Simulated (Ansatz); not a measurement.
## Formation energy and levels of the substitutional impurity Hf_Si in SiC (P6_3mc)

Aim: at which Fermi levels does Hf_Si in SiC (P6_3mc) change its charge? The model is a cell of 108 host atoms with 1 Si taken out and 1 Hf put in.

Calculated with Ansatz 0.2.0; place-levels on r2SCAN runs: charge-transition levels and formation energies with image-charge correction and potential alignment at the atomic sites; PAW set soft_1.

Experimental background.

“Charge spill-out and work function of few-layer graphene on SiC(0001)” (2018, arxiv:1806.04908) quotes from earlier work for SiC, 6H (bulk crystal, literature): band gap (indirect gap, experimental literature value) 3.03 eV [Literature value cited in passing in the theory part; temperature and measurement method …].

Report form: the programs' logs are mostly left out.

### 1. The starting structure

The cell holds 108 atoms: 53 Si, 54 C and 1 Hf. Its edges and angles: a = 9.236 Å, b = 9.236 Å, c = 15.108 Å, α = 90.0°, β = 90.0°, γ = 120.0°. It derives from SiC (space group P6_3mc). Nearest the centre at fractional (0.667, 0.667, 0.500): Hf101 at 0.00 Å, C71 at 1.89 Å, C107 at 1.89 Å, C59 at 1.89 Å, C104 at 1.89 Å, Si77 at 3.08 Å, Si53 at 3.08 Å, Si5 at 3.08 Å.

Known beforehand: the electronic dielectric constant, (7.09, 7.09, 7.35), and the static one, (10.43, 10.43, 10.95), computed on the host (DFPT, PBEsol, on the r2SCAN cell), and a cell off the functional's own equilibrium shifts the ionic part.

The cell's shortest repeat is 9.2 Å.

### 2. Charge states

A transition level is the Fermi level at which two charge states cost the same, so each charge needs its own total energy, at its own relaxed structure.

Each atom starts 0.05 Å or so off its site in a random direction: a symmetric start keeps its symmetry, and would miss off-centre moves and Jahn–Teller distortions. Forces are taken at one point at (¼, ¼, ¼). The cell holds 1 electron more than the neutral one, with a uniform background that keeps it neutral on the whole. The electron count is odd, so at least one spin is unpaired; this run locks the moment at 1 μB.

The sampling was tested on the host first: at the k-points planned (1x1x1 shifted 0.25 0.25 0.25) its energy lies -0.041 eV an atom from the dense-mesh value, a large miss, so this sampling is coarse for the host.

One state's input; the others differ in charge, spin, start and seed, and in occupations where the table says so.

File qm1_M1.relax/input.yaml:

```yaml
crystal:
  lattice:
    - [9.23599493, 0.0, 0.0]
    - [-4.61799746, 7.99860624, 0.0]
    - [0.0, 0.0, 15.1078644]
  atoms:
    - { symbol: Si, position: [0.11111111, 0.22222222, 0.8329854] }
    - { symbol: Si, position: [0.22222222, 0.11111111, 0.3329854] }
[... 2 atom lines left out ...]
    - { symbol: Si, position: [0.0, 0.0, 0.49972248] }
[... 17 atom lines left out ...]
    - { symbol: C, position: [0.22222222, 0.44444444, 0.54152848] }
[... 5 atom lines left out ...]
    - { symbol: Si, position: [0.0, 0.66666667, 0.49972248] }
[... 20 atom lines left out ...]
    - { symbol: Si, position: [0.55555556, 0.44444444, 0.3329854] }
    - { symbol: Si, position: [0.55555556, 0.44444444, 0.66650102] }
[... 1 atom line left out ...]
    - { symbol: Si, position: [0.33333333, 0.33333333, 0.49972248] }
[... 5 atom lines left out ...]
    - { symbol: C, position: [0.55555556, 0.44444444, 0.54152848] }
[... 2 atom lines left out ...]
    - { symbol: Si, position: [0.55555556, 0.77777778, 0.3329854] }
    - { symbol: Si, position: [0.55555556, 0.77777778, 0.66650102] }
[... 1 atom line left out ...]
    - { symbol: Si, position: [0.33333333, 0.66666667, 0.49972248] }
[... 5 atom lines left out ...]
    - { symbol: C, position: [0.55555556, 0.77777778, 0.54152848] }
[... 5 atom lines left out ...]
    - { symbol: Si, position: [0.66666667, 0.0, 0.49972248] }
[... 5 atom lines left out ...]
    - { symbol: C, position: [0.88888889, 0.11111111, 0.54152848] }
[... 5 atom lines left out ...]
    - { symbol: Si, position: [0.66666667, 0.33333333, 0.49972248] }
[... 5 atom lines left out ...]
    - { symbol: C, position: [0.88888889, 0.44444444, 0.54152848] }
[... 2 atom lines left out ...]
    - { symbol: Si, position: [0.88888889, 0.77777778, 0.3329854] }
    - { symbol: Si, position: [0.88888889, 0.77777778, 0.66650102] }
[... 1 atom line left out ...]
    - { symbol: Hf, position: [0.66666667, 0.66666667, 0.49972248] }
[... 2 atom lines left out ...]
    - { symbol: C, position: [0.66666667, 0.66666667, 0.37436694] }
[... 2 atom lines left out ...]
    - { symbol: C, position: [0.88888889, 0.77777778, 0.54152848] }
    - { symbol: C, position: [0.77777778, 0.88888889, 0.04152848] }
  host:
    repeats: [3, 3, 1]
    atoms:
      - { symbol: Si, position: [0.33333333, 0.66666667, 0.8329854] }
      - { symbol: Si, position: [0.66666667, 0.33333333, 0.3329854] }
      # ... 10 more atoms of the perfect host
total_charge: -1
basis:
  ecutwfc: 500
  xc_grid: 2
hamiltonian:
  xc: r2scan
  pseudopotentials: { kind: paw, azcp: { folder: soft_1 } }
kpoints:
  mp_grid: { grid: [1, 1, 1], shift: [0.25, 0.25, 0.25] }
magnetization:
  spin_polarized: true
  initial_magnetization: 1
  spin_locking: { lock_magnetization: hard }
scf:
  occupations: { method: fixed }
  max_iter: 60
output:
  forces: true
  charged_corrections:
    epsilon: [7.09, 7.09, 7.35]
    static_epsilon: [10.43, 10.43, 10.95]
    defect_position: [0.666667, 0.666667, 0.499722]
relax:
  f_tol: 0.02
  max_steps: 80
  random_displacement: { amplitude: 0.05, seed: 7051 }
checkpoint:
  write: "../qm1_M1.relax.run"
  compress: false
  write_wavefunctions: true
  write_every: 100000
```

Launch:

```bash
> ansatz run input.yaml --threads 4 --pin off --max-ram 15073MiB --backend cpu --events-out ev --progress --plain --runs-dir out
```

The relaxed structure is kept and the sampling changed to a 2×2×2 shifted mesh.

The run of this state that the levels use, under r2SCAN:

File qm1_M1.point/input.yaml:

```yaml
crystal:
  checkpoint: "../qm1_M1.relax.run"
  host: checkpoint
total_charge: -1
basis:
  ecutwfc: 500
  xc_grid: 2
hamiltonian:
  xc: r2scan
  pseudopotentials: { kind: paw, azcp: { folder: soft_1 } }
kpoints:
  mp_grid: { grid: [2, 2, 2], shift: [0.5, 0.5, 0.5] }
magnetization:
  spin_polarized: true
  initial_magnetization: 1
  spin_locking: { lock_magnetization: hard }
scf:
  occupations: { method: fermi_dirac, width: 0.01 }
  max_iter: 60
output:
  forces: true
  eigenvalues: true
  charged_corrections:
    epsilon: [7.09, 7.09, 7.35]
    static_epsilon: [10.43, 10.43, 10.95]
    defect_position: [0.666667, 0.666667, 0.499722]
  eigenstates: { localisation: true }
  populations: true
  efg: {}
  band_densities: [{ bands: [v1, v1] }, { bands: [c1, c1] }]
  write_density: true
  write_potential: true
  volumetric_format: npy
  elf: true
checkpoint:
  read: "../qm1_M1.relax.run"
  write: "../qm1_M1.point.run"
  compress: false
  write_wavefunctions: false
  write_every: 100000
```

Relaxations under r2SCAN at one point at (¼, ¼, ¼); times on 4 threads of Arm Neoverse V1, shared host:

```
charge  moment (μB)  occupations    outcome  steps  largest displacement against the far atoms (Å)     time
    −1            1        fixed  converged      7                                            0.21   11 min
     0            0        fixed  converged      6                                            0.21  3.9 min
    +1            1        fixed  converged      7                                            0.31   12 min
```

Single points under r2SCAN at a 2×2×2 shifted mesh; times on 4 threads of Arm Neoverse V1, shared host:

```
charge  moment (μB)  occupations    outcome     time
    −1            1  fermi-dirac  converged   12 min
     0            0  fermi-dirac  converged  4.4 min
    +1            1  fermi-dirac  converged   12 min
```

Distances (Å) from Hf101 to the nearest atoms after relaxation with r2SCAN:

```
charge  moment (μB)      1.      2.      3.      4.       5.       6.
    −1            1  C 2.07  C 2.08  C 2.09  C 2.09  Si 3.09  Si 3.09
     0            0  C 2.07  C 2.08  C 2.08  C 2.08  Si 3.09  Si 3.09
    +1            1  C 2.07  C 2.09  C 2.09  C 2.10  Si 3.08  Si 3.09
```

### 3. Placing the levels, r2SCAN

A charged cell interacts with its images and the background, and its potential has another zero than the host's. place-levels removes the first by a point-charge model, screened by the static dielectric constant since the ions have relaxed around the charge, and the second by comparing potentials at atoms far from the defect.

The host is a run of the defect-free crystal in the same cutoffs, grids and k-points, so that basis and sampling errors cancel in part in the differences. The host is run in a cell of 12 atoms on a matching mesh. Its band edges are searched through the zone by a band path, so the gap is smaller than, or equal to, that on the mesh. Chemical potentials are energies per atom of Si (diamond) and Hf (hcp), run with the same functional and cutoff.

File levels.point.yaml:

```yaml
host:
  run: host.point.run
states: [qm1_M1.point.run, q0.point.run, qp1_M1.point.run]
geometry_from:
  qm1_M1.point.run: qm1_M1.relax.run
  q0.point.run: q0.relax.run
  qp1_M1.point.run: qp1_M1.relax.run
  host.point.run: host.relax.run
chemical_potentials:
  Si:
    energy: -639.06578
    dataset: <sha256 of the dataset>
  Hf:
    energy: -15733.791958
    dataset: "<sha256 of the dataset>"
epsilon: [7.09, 7.09, 7.35]
static_epsilon: [10.43, 10.43, 10.95]
vertical:
  - { from: qm1_M1.point.run, to: qm1_M1.point_neutral.run }
  - { from: qp1_M1.point.run, to: qp1_M1.point_neutral.run }
```

Launch:

```bash
> ansatz place-levels levels.point.yaml -- --threads 4 --pin off --max-ram 15073MiB
```

Run time: 0.52 s. Hardware: 4 threads of Arm Neoverse V1, shared host.

Levels between the charges placed, in eV above the valence top:

```
        gap (eV)  (+1/0)  (0/−1)
r2SCAN      2.37   -0.11    2.41
```

Corrections by state:

```
charge  moment (μB)  image terms and alignment (eV)  band filling (eV)                                  ε used  over the lowest of its charge, as the program ranks them, band filling apart (eV)
    +1          1.0                           0.333             -0.198  principal values (10.43, 10.43, 10.95)                                                                              0.000
     0          0.0                           0.000                  -                                       -                                                                              0.000
    −1          1.0                          -0.149             -0.273  principal values (10.43, 10.43, 10.95)                                                                              0.000
```

The charged structures listed were also run neutral, and place-levels reads from each pair, by the potential or the spins, how wide the charge is by which they differ; that can be the carrier of either run.

```
charge  rms radius (Å)  spread where it is widest against the cell (Å)  wide from (Å)  reading
    +1             5.5                                            4.68           2.62     wide
    −1             5.6                                            2.78           1.39     wide
```

The neutral runs of these pairs need not share the spin of the lowest neutral state, and very wide values only mean spread over the cell.

From the program's caveats on the states, each cut to its opening words:

- charge +1 (1 μB): it parts from the run at its places by a charge that spreads by about 4.7 Å along one vector (2.6 Å or more is wide), by its potential at epsilon [7.09, 7.09, [...]
- charge +1 (1 μB): a band-filling correction moves a carrier to the host's band edge, which changes its energy by -0.198 eV
- charge +1 (1 μB): its alignment with the host at atomic sites is doubtful: the mean over the far sites moves by +0.0999 eV from their farther parts to their nearer, more than [...]
- charge +1 (1 μB): the host's ions (past the first shell or, of a walk that freed a part, those that it held) aren't shown at rest: they stand up to 0.080 Å off their sites, 2.11 [...]
- charge +1 (1 μB): its sublattices stand up to 0.0206 Å off the host's, which by the two runs' forces adds about +0.01 eV to its energy against the host's, and moves the band [...]
- charge +1 (1 μB), −1 (1 μB): flagged: stability check not made
- charge −1 (1 μB): it parts from the run at its places by a charge that spreads by about 2.8 Å along one vector (1.4 Å or more is wide), by its potential at epsilon [7.09, 7.09, [...]
- charge −1 (1 μB): a band-filling correction moves a carrier to the host's band edge, which changes its energy by -0.273 eV
- charge −1 (1 μB): its alignment with the host at atomic sites is doubtful: the mean over the far sites moves by -0.0549 eV from their farther parts to their nearer, more than [...]
- charge −1 (1 μB): the host's ions (past the first shell or, of a walk that freed a part, those that it held) aren't shown at rest: they stand up to 0.057 Å off their sites, 1.56 [...]
- charge −1 (1 μB): its sublattices stand up to 0.0132 Å off the host's, which by the two runs' forces adds about +0.01 eV to its energy against the host's, and moves the band [...]
- charge −1 (1 μB): its moments are held at its close (magnetization.spin_locking), by a field of 0.021 eV a Bohr magneton, and its energy and levels are of the state that this [...]

The host's formation energy from the elements is -0.356 eV per atom; it sets how far the chemical potentials can move.

Formation energies (eV), C-rich (Δμ(C) = 0.00 eV, Δμ(Si) = -0.71 eV, Δμ(Hf) = 0.00 eV):

```
charge  Fermi level at the valence top  at the conduction bottom
    +1                            1.31                      3.68
     0                            1.20                      1.20
    −1                            3.61                      1.24
```

Formation energies (eV), Si-rich (Δμ(Si) = 0.00 eV, Δμ(C) = -0.71 eV, Δμ(Hf) = 0.00 eV):

```
charge  Fermi level at the valence top  at the conduction bottom
    +1                            2.02                      4.39
     0                            1.91                      1.91
    −1                            4.32                      1.95
```

### 4. Effect of the sampling

The relaxations' own energies give the levels at their sampling, for comparison.

File levels.relax_mesh.yaml:

```yaml
host:
  run: host.relax.run
states: [qm1_M1.relax.run, q0.relax.run, qp1_M1.relax.run]
chemical_potentials:
  Si:
    energy: -639.06578
    dataset: <sha256 of the dataset>
  Hf:
    energy: -15733.791958
    dataset: "<sha256 of the dataset>"
```

Launch:

```bash
> ansatz place-levels levels.relax_mesh.yaml -- --threads 4 --pin off --max-ram 15073MiB
```

Run time: 0.17 s. Hardware: 4 threads.

Levels between neighbouring charges, in eV above the valence top:

```
                        gap (eV)  (+1/0)  (0/−1)
one point at (¼, ¼, ¼)      2.38   -0.07    2.42
  a 2×2×2 shifted mesh      2.37   -0.11    2.41
```

Going from one point at (¼, ¼, ¼) to a 2×2×2 shifted mesh moves formation energies against the elements by up to 0.29 eV; band-filling terms, which differ between samplings, are in these energies.

### 5. Results

```yaml
gap_of_the_host: 2.37 eV (r2SCAN)
level_plus_1_over_0: 0.11 eV below the valence top (-0.31 eV above the valence top without the band-filling term)
level_0_minus_1: 2.41 eV above the valence top, past the conduction bottom (2.69 eV above the valence top without the band-filling term)
lowest_of_the_charges_placed_just_above_the_valence_top_0p02_ev: 0
lowest_of_the_charges_placed_just_below_the_conduction_bottom_0p02_ev: 0
lowest_formation_energy_at_mid_gap_of_the_charges_run_c_rich: 1.20 eV
lowest_formation_energy_at_mid_gap_of_the_charges_run_si_rich: 1.91 eV
```

In words: Of the charges placed (−1, 0 and +1), 0 is the lowest from 0.02 eV above the valence top to 0.02 eV below the conduction bottom, a gap of 2.37 eV. States placed: +1 at 1 μB; 0 at 0 μB; −1 at 1 μB. Other spin states or structures, where not listed, weren't placed. The program finds carriers beyond a band edge of the host and adds a band-filling term at charge −1 (-0.27 eV) and +1 (-0.20 eV); steps to such a charge show no bound level, and a defect level inside a band would be read the same way. Hf is taken at its element; compounds, which aren't counted here, bound the chemical potentials and would shift these formation energies. Going from one point at (¼, ¼, ¼) to a 2×2×2 shifted mesh moves formation energies against the elements by up to 0.29 eV; band-filling terms, which differ between samplings, are in these energies. The program doubts the alignment of potentials for at least one state, a sign that the cell is small. What this leaves open: r2SCAN makes the gap too small and tends to spread out bound carriers; spin–orbit coupling, which can matter with heavy atoms, is left out; force components of up to 0.35 eV/Å remain in a run at the final settings.

Calculation against experiment:

| quantity | measured | r2SCAN |
| --- | --- | --- |
| band gap (least gap of the host) (eV) | 3.03 | 2.37 (-0.66 eV) |

Measured values from arxiv:1806.04908 (2018).

**Verdict.** The band gap is off by -0.66 eV: a clear miss. Local and semilocal functionals usually give gaps below the measured ones. Zero-point and thermal motion shift the measured gap.

[Logs are printed without paths, hosts, clocks, repeated set-up lines and the standing remarks that a program may print on its own settings, such as how far it seeks lower states.]

[Hosts, paths, dates, database ids (printed as entryN), source tags and the programs' standing remarks are cut or masked in the printed files.]

[Where a table of states has a column of steps, it counts the stored structures, which are thinned; the runs took as many ionic steps or more.]

[A defect's name tells the site on which it was built; relaxed atoms can leave that site.]

[For some hosts the program warned that the k-mesh of the response run may be too coarse for force constants and the static dielectric constant; such warnings are not shown here.]
